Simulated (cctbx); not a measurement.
## What is wrong with this refinement?

Cell a = 4.8350 Å, b = 4.8350 Å, c = 23.3190 Å, α = 90.00°, β = 90.00°, γ = 120.00°; space group R-3m (no. 166).

The data are simulated with cctbx, not measured: Ag Kα, λ = 0.56087 Å, to d = 0.77 Å, 80 % of the full sphere, strongest reflection 40000 counts, noise from counting, a 3 % proportional error and a noise floor of 2 counts (s.d.); no absorption.

An anisotropic refinement with weights 1/σ² prints:

```text
Rint 0.024, 168 unique reflections to 0.77 A
cycle     R1     wR2    GooF  max shift (A)
   1  0.1400  0.4126  25.077   0.00793
   2  0.0736  0.2248  13.664   0.00024
final R1 0.0736 wR2 0.2248 GooF 13.662  parameters 16  data/parameter 10.5
atom        x        y        z      Ueq    occ   su(xyz)  su(Uiso or U11)
Pr1    0.00000  0.00000  0.00000   0.0012  1.000  0.00000  0.0014  NPD
Cd1    0.33333  0.66667  0.80742   0.0028  1.000  0.00014  0.0013
Ni1    0.32095  0.16047  0.75302   0.0034  1.000  0.00070  0.0018
Ni2    0.66667  0.33333  0.83333   0.0032  1.000  0.00000  0.0023
Ca1    0.66667  0.33333  0.66717  -0.0170  1.000  0.00024  0.0015  NPD
difference map: max 14.38 min -2.24 rms 1.26
Q1    0.0000  0.0000  0.3346    6   14.41  0.02 A from Ca1
Q2    0.0000  0.0000  0.1466    6    7.43  0.14 A from Cd1
Q3    0.0000  0.0000  0.0000    3    7.21  0.00 A from Pr1
Q4    0.0000  0.0000  0.5000    3    5.42  0.00 A from Ni2
Q5    0.0007  0.5003  0.0962   18    3.29  0.24 A from Ni1
Q6    0.0609  0.2568  0.6246   36    1.35  1.43 A from Ni1
```

**Question.** Can this result stand? If not, what is the likely fault?

Mend it. The fault: wrong element: Ca1 is Ni. Against the right model at the same level, R1 goes from 0.0062 to 0.0736 and GooF from 0.84 to 13.66, U of Ca1 shrinks from 0.0028 to -0.0170 Å², the top difference peak, 14.4 e/Å³, lies on Ca1 and Pr1 and Ca1 go non-positive-definite. Ca1 has 8 electrons too few and its U shrinks to make up, as expected.

The compound is PrCd2Ni9. The right model at the same level gives:

```text
Rint 0.024, 168 unique reflections to 0.77 A
cycle     R1     wR2    GooF  max shift (A)
   1  0.0099  0.0273   1.656   0.00071
   2  0.0062  0.0139   0.844   0.00000
final R1 0.0062 wR2 0.0139 GooF 0.844  parameters 16  data/parameter 10.5
atom        x        y        z      Ueq    occ   su(xyz)  su(Uiso or U11)
Pr1    0.00000  0.00000  0.00000   0.0027  1.000  0.00000  0.0001
Cd1    0.33333  0.66667  0.80746   0.0042  1.000  0.00001  0.0001
Ni1    0.32097  0.16048  0.75336   0.0055  1.000  0.00005  0.0001
Ni2    0.66667  0.33333  0.83333   0.0050  1.000  0.00000  0.0001
Ni3    0.66667  0.33333  0.66720   0.0028  1.000  0.00001  0.0001
difference map: max 0.65 min -0.35 rms 0.10
Q1    0.0000  0.0000  0.3631    6    0.65  0.68 A from Ni3
Q2    0.0000  0.0000  0.2404    6    0.36  1.35 A from Ni1
Q3    0.0000  0.0000  0.2056    6    0.35  1.51 A from Cd1
Q4    0.0727  0.5364  0.4121   18    0.30  1.25 A from Ni1
Q5    0.0212  0.5106  0.2905   18    0.29  1.64 A from Ni3
Q6    0.0822  0.1644  0.1003   18    0.29  1.17 A from Cd1
```

This is a model crystal, built by substitution and not relaxed, with assumed displacement parameters.

[Middle refinement cycles are left out of these outputs.]

[Logs are printed without paths, hosts, clocks, repeated set-up lines and the standing remarks that a program may print on its own settings, such as how far it seeks lower states.]
